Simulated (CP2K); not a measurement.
Consider vinylallene at its PBE geometry (Å).

```xyz
11

C     1.9724    1.4752    0.7986
C     0.9406    0.6826    0.6638
C    -0.1033   -0.1157    0.5275
C    -0.6916   -0.4931   -0.7520
C    -1.7587   -1.3025   -0.8784
H     2.9931    1.0847    0.8159
H     1.8515    2.5567    0.8994
H    -0.5668   -0.5236    1.4324
H    -0.2178   -0.0779   -1.6444
H    -2.2548   -1.7312   -0.0060
H    -2.1645   -1.5551   -1.8567
```

Method: CP2K XAS_TDP, all-electron GAPW, PBEh(45%), aug-cc-pVDZ, TDA, GW2X-corrected core level, no relativity.

Predict the bright core excitations at the C K edge.

Leading lines: C1 287.68 eV, C2 287.00 eV, C3 287.64 eV, C4 287.18 eV and C5 286.61 eV. The leading line of an atom is its first one with 35 % of the strongest within 2.5 eV of its lowest line over the strength cut. Core ionisation energies at this level: C3 292.33, C4 292.28, C5 291.80, C1 292.32 and C2 292.31 eV.

The first six lines of each atom with a strength over 0.0015:

```tsv
atom	energy (eV)	states	strength, one atom	above the computed threshold
C1 (bonded to C and 2 H)	287.68	1	0.0462	
	289.21	1	0.0020	
	290.36	1	0.0033	
	291.28	1	0.0145	
	291.56	1	0.0033	
	291.60	1	0.0031	
C2 (bonded to 2 C)	287.00	1	0.0534	
	287.22	1	0.0562	
	293.01	1	0.0018	yes
	294.10	1	0.0018	yes
	294.71	1	0.0022	yes
	294.81	2	0.0038	yes
C3 (bonded to 2 C and H)	287.64	1	0.0382	
	289.59	1	0.0038	
	290.50	1	0.0128	
	290.79	1	0.0037	
	291.24	1	0.0049	
	291.87	1	0.0019	
C4 (bonded to 2 C and H)	287.18	1	0.0467	
	290.54	1	0.0087	
	290.56	1	0.0091	
	290.73	1	0.0093	
	292.11	1	0.0027	
	292.51	1	0.0044	yes
C5 (bonded to C and 2 H)	286.61	1	0.0476	
	289.95	1	0.0064	
	290.29	1	0.0152	
	291.16	1	0.0020	
	291.61	1	0.0051	
	291.68	1	0.0032
```

Lines are vertical, at one geometry, with no vibrational structure. GW2X ionisation energies and lines can be off by 1 to 2 eV either way, and a good line position may hide errors that cancel. These values hold no scalar relativity, about 0.1 eV for C 1s. Rydberg lines, and the discretised continuum above threshold, depend on the basis and the box.

[Banner, clock and machine lines of the logs are left out without a mark of their own.]

[Logs are printed without paths, hosts, clocks, repeated set-up lines and the standing remarks that a program may print on its own settings, such as how far it seeks lower states.]

[Hosts, paths, dates, database ids (printed as entryN), source tags and the programs' standing remarks are cut or masked in the printed files.]
